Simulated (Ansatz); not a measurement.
# NiO: screened interactions by constrained RPA, part 2 of 2

Aim: the screened on-site interactions of Ni in NiO, for one or more choices of the target bands.

LDA, without spin polarisation; plane waves, no spin–orbit coupling.

So far. Step 3 (Target: d shell, bands v4 to c1 (loose bound)): On average 86 % of these bands' weight lies on the d shell and 12 % on ligand p. Step 4 (Target: d shell, bands v4 to c1 (sum over bands …): On average 86 % of these bands' weight lies on the d shell and 12 % on ligand p.

### Step 5. Target: d shell, bands v4 to c1 (loose bound, smooth pair densities)

The whole shell is the model, so no transition inside it screens. The screening is solved for all empty bands at once, to a loose bound. Pair densities without the part inside the atoms miss short-range charge.

input.yaml reads:

```yaml
crystal:
  lattice:
    - [0.0, 2.085901641, 2.085901641]
    - [2.085901641, 0.0, 2.085901641]
    - [2.085901641, 2.085901641, 0.0]
  atoms:
    - { symbol: Ni, position: [0.0, 0.0, 0.0] }
    - { symbol: O, position: [0.5, 0.5, 0.5] }
kpoints:
  mp_grid: { grid: [8, 8, 8] }
hamiltonian:
  xc: lda
scf:
  occupations: { method: fermi_dirac, width: 0.1 }
  n_extra_bands: 16
output:
  eigenvalues: true
  crpa:
    kmesh: [8, 8, 8]
    target_bands: [v4, c1]
    projections: [{ species: Ni, l: d }]
    accuracy: low
    pair_densities: pseudo
magnetization:
  spin_polarized: false
```

Launch:

```bash
> ansatz run input.yaml --threads 4 --pin off --max-ram 8192MiB --backend cpu --events-out ev --progress --plain --runs-dir out
```

Numbers of over 12 decimals in the logs are rounded to 6 here.

The log of the run:

```text
[...]
Crystal: 2 atoms, lattice volume = 18.151 Å³
Basis set: ecut = 420 eV, 339 PW (Γ)
Bands: 28, of which v1, the nominal top of the filled ones, is band 12 counted from 1 (11 counted from 0)
Symmetry: 48 space group operations
[...]
k-points: 29 of 512
[...]
screened, to within: U = 1.6e-1 eV, U' = 1.6e-1 eV, J = 1.6e-3 eV
      screened d-shell averages, to within: U_bar = 1.6e-1 eV, J_bar = 2.2e-3 eV
      screened, sum over states alone: U = 6.7972 eV, U' = 5.3106 eV, J = 0.7314 eV
      screened d-shell averages, sum over states alone: U_bar = F0 = 5.6079 eV, J_bar = 1.0287 eV
      bare: V = 22.5999 eV, V' = 21.0146 eV, J = 0.7550 eV
      bare d-shell averages: V_bar = F0 = 21.3317 eV, J_bar = 1.0721 eV
[...]
[key lines of the parts left out:]
SCF converged after 6 iterations
Free energy (F): -6327.057157 eV
Fermi energy:    14.003026 eV
```

Run time: 3.4 min. Hardware: 4 threads of Arm Neoverse V2, shared host; peak memory 0.44 GiB; 13 min of CPU time.

On average 86 % of these bands' weight lies on the d shell and 12 % on ligand p.

| shell | U (eV) | U′ (eV) | J (eV) | bare U (eV) | bare J (eV) |
| --- | --- | --- | --- | --- | --- |
| Ni1 d | 6.18 | 4.84 | 0.67 | 22.60 | 0.76 |

### Step 6. Target: d shell with ligand p, bands v7 to c1 (loose bound)

With the ligand bands in the model the orbitals are more compact and transitions between ligand and shell no longer screen. The screening is solved for all empty bands at once, to a loose bound.

Edit input.yaml of step 5 so:

```diff
@@ -19,6 +19,5 @@
     kmesh: [8, 8, 8]
-    target_bands: [v4, c1]
-    projections: [{ species: Ni, l: d }]
+    target_bands: [v7, c1]
+    projections: [{ species: Ni, l: d }, { species: O, l: p }]
     accuracy: low
-    pair_densities: pseudo
 magnetization:
```

The log of the run:

```text
[...]
Crystal: 2 atoms, lattice volume = 18.151 Å³
Basis set: ecut = 420 eV, 339 PW (Γ)
Bands: 28, of which v1, the nominal top of the filled ones, is band 12 counted from 1 (11 counted from 0)
Symmetry: 48 space group operations
[...]
k-points: 29 of 512
[...]
screened: U = 9.2570 eV, U' = 7.7451 eV, J = 0.7606 eV
      screened, to within: U = 2.0e-1 eV, U' = 2.0e-1 eV, J = 1.6e-2 eV
      bare: V = 26.2246 eV, V' = 24.3928 eV, J = 0.9109 eV
    Site 1, 2P, 3 of 3 p orbitals (Wannier functions 6, 7, 8; wannier90's mr 1, 2, 3):
      screened: U = 6.5820 eV, U' = 5.1990 eV, J = 0.6673 eV
      screened, to within: U = 1.2e-1 eV, U' = 1.2e-1 eV, J = 1.5e-2 eV
      bare: V = 18.6043 eV, V' = 16.8011 eV, J = 0.8694 eV
[...]
[key lines of the parts left out:]
SCF converged after 6 iterations
Free energy (F): -6327.057157 eV
Fermi energy:    14.003026 eV
```

Run time: 5.6 min. Hardware: 4 threads; peak memory 0.49 GiB; 21 min of CPU time.

On average 62 % of these bands' weight lies on the d shell and 35 % on ligand p.

| shell | U (eV) | U′ (eV) | J (eV) | bare U (eV) | bare J (eV) |
| --- | --- | --- | --- | --- | --- |
| Ni1 d | 9.26 | 7.75 | 0.76 | 26.22 | 0.91 |
| O2 p | 6.58 | 5.20 | 0.67 | 18.60 | 0.87 |

### Step 7. Target: d shell with ligand p, bands v7 to c1 (sum over bands, screening cutoff 136 eV, 20 empty bands)

With the ligand bands in the model the orbitals are more compact and transitions between ligand and shell no longer screen. The screening is summed over a limited number of empty bands, which is cheaper and leaves a tail out.

Edit input.yaml of step 6 so:

```diff
@@ -21,3 +21,5 @@
     projections: [{ species: Ni, l: d }, { species: O, l: p }]
-    accuracy: low
+    accuracy: sum_over_states
+    n_empty_bands: 20
+    ecut_chi: 136
 magnetization:
```

The log of the run:

```text
[...]
Crystal: 2 atoms, lattice volume = 18.151 Å³
Basis set: ecut = 420 eV, 339 PW (Γ)
Bands: 28, of which v1, the nominal top of the filled ones, is band 12 counted from 1 (11 counted from 0)
Symmetry: 48 space group operations
[...]
k-points: 29 of 512
[...]
k-point 28: bands = [... 8 lower, 12.8870, 12.8870, 13.2077, 13.3161, 14.0143, 22.5402, 24.6403, 24.6403, ... 12 higher]
[...]
χ-basis size per q: N_G = 59..70
[...]
screened: U = 9.4512 eV, U' = 7.8580 eV, J = 0.7923 eV
      bare: V = 26.2246 eV, V' = 24.3928 eV, J = 0.9109 eV
    Site 1, 2P, 3 of 3 p orbitals (Wannier functions 6, 7, 8; wannier90's mr 1, 2, 3):
      screened: U = 6.7740 eV, U' = 5.2554 eV, J = 0.7334 eV
      bare: V = 18.6043 eV, V' = 16.8011 eV, J = 0.8694 eV
[...]
[key lines of the parts left out:]
SCF converged after 6 iterations
Free energy (F): -6327.057157 eV
Fermi energy:    14.003026 eV
```

The job ended after 39 s (4 threads; peak memory 0.51 GiB).

On average 62 % of these bands' weight lies on the d shell and 35 % on ligand p.

| shell | U (eV) | U′ (eV) | J (eV) | bare U (eV) | bare J (eV) |
| --- | --- | --- | --- | --- | --- |
| Ni1 d | 9.45 | 7.86 | 0.79 | 26.22 | 0.91 |
| O2 p | 6.77 | 5.26 | 0.73 | 18.60 | 0.87 |

### Step 8. Target: d shell with ligand p, bands v7 to c1 (loose bound, smooth pair densities)

With the ligand bands in the model the orbitals are more compact and transitions between ligand and shell no longer screen. The screening is solved for all empty bands at once, to a loose bound. Pair densities without the part inside the atoms miss short-range charge.

Edit input.yaml of step 7 so:

```diff
@@ -21,5 +21,4 @@
     projections: [{ species: Ni, l: d }, { species: O, l: p }]
-    accuracy: sum_over_states
-    n_empty_bands: 20
-    ecut_chi: 136
+    accuracy: low
+    pair_densities: pseudo
 magnetization:
```

The log of the run:

```text
[...]
Crystal: 2 atoms, lattice volume = 18.151 Å³
Basis set: ecut = 420 eV, 339 PW (Γ)
Bands: 28, of which v1, the nominal top of the filled ones, is band 12 counted from 1 (11 counted from 0)
Symmetry: 48 space group operations
[...]
k-points: 29 of 512
[...]
screened, sum over states alone: U = 10.2429 eV, U' = 8.4620 eV, J = 0.8860 eV
      bare: V = 26.2246 eV, V' = 24.3928 eV, J = 0.9109 eV
    Site 1, 2P, 3 of 3 p orbitals (Wannier functions 6, 7, 8; wannier90's mr 1, 2, 3):
      screened: U = 6.6322 eV, U' = 5.2285 eV, J = 0.6758 eV
      screened, to within: U = 3.3e-2 eV, U' = 3.3e-2 eV, J = 1.7e-3 eV
      screened, sum over states alone: U = 6.9745 eV, U' = 5.3315 eV, J = 0.7964 eV
      bare: V = 18.6043 eV, V' = 16.8011 eV, J = 0.8694 eV
[...]
[key lines of the parts left out:]
SCF converged after 6 iterations
Free energy (F): -6327.057157 eV
Fermi energy:    14.003026 eV
```

The job ended after 11 min (4 threads; peak memory 0.46 GiB; 42 min of CPU time).

On average 62 % of these bands' weight lies on the d shell and 35 % on ligand p.

| shell | U (eV) | U′ (eV) | J (eV) | bare U (eV) | bare J (eV) |
| --- | --- | --- | --- | --- | --- |
| Ni1 d | 9.39 | 7.75 | 0.83 | 26.22 | 0.91 |
| O2 p | 6.63 | 5.23 | 0.68 | 18.60 | 0.87 |

### Step 9. All models together

| target | settings | U(Ni) (eV) | J (eV) | U over bare U | CPU time |
| --- | --- | --- | --- | --- | --- |
| d shell | loose bound | 6.06 | 0.62 | 0.27 | 5.2 min |
| d shell | sum over bands, screening cutoff 136 eV, 20 empty bands | 6.21 | 0.65 | 0.27 | 36 s |
| d shell | loose bound, smooth pair densities | 6.18 | 0.67 | 0.27 | 13 min |
| d shell with ligand p | loose bound | 9.26 | 0.76 | 0.35 | 21 min |
| d shell with ligand p | sum over bands, screening cutoff 136 eV, 20 empty bands | 9.45 | 0.79 | 0.36 | 2.2 min |
| d shell with ligand p | loose bound, smooth pair densities | 9.39 | 0.83 | 0.36 | 42 min |

### Step 10. Summary of results

```
U(Ni), d shell               : 6.06 eV
U(Ni), d shell with ligand p : 9.26 eV
J(Ni), d shell               : 0.620 eV
J(Ni), d shell with ligand p : 0.761 eV
```

What this shows: For Ni in NiO the d shell model has U = 6.06 eV and J = 0.62 eV. In the d shell model screening cuts U from 22.6 to 6.06 eV, while J keeps 82 % of its bare value, since exchange moves no net charge and is hard to screen. U depends on the model: 6.06 eV for d shell and 9.26 eV for d shell with ligand p. A wider target removes more screening and makes the orbitals more compact. The plain sum over bands gives 6.21 eV, +2 % from the bounded value, at 0.12 times its CPU time. The open shell is treated without spin polarisation, as is usual for a model's starting point; a magnetic state would screen otherwise. The values are static and belong to projected orbitals on a coarse mesh, with which they are not converged; they are not the U of linear response.

[Logs and program files are shortened in this print: banners, set-up blocks, solver, clock and traceback lines can be left out without a mark of their own.]

[Logs are printed without paths, hosts, clocks, repeated set-up lines and the standing remarks that a program may print on its own settings, such as how far it seeks lower states.]

[Hosts, paths, dates, database ids (printed as entryN), source tags and the programs' standing remarks are cut or masked in the printed files.]

[Where a cell is said to come from a database of computed structures, the database is the Materials Project.]
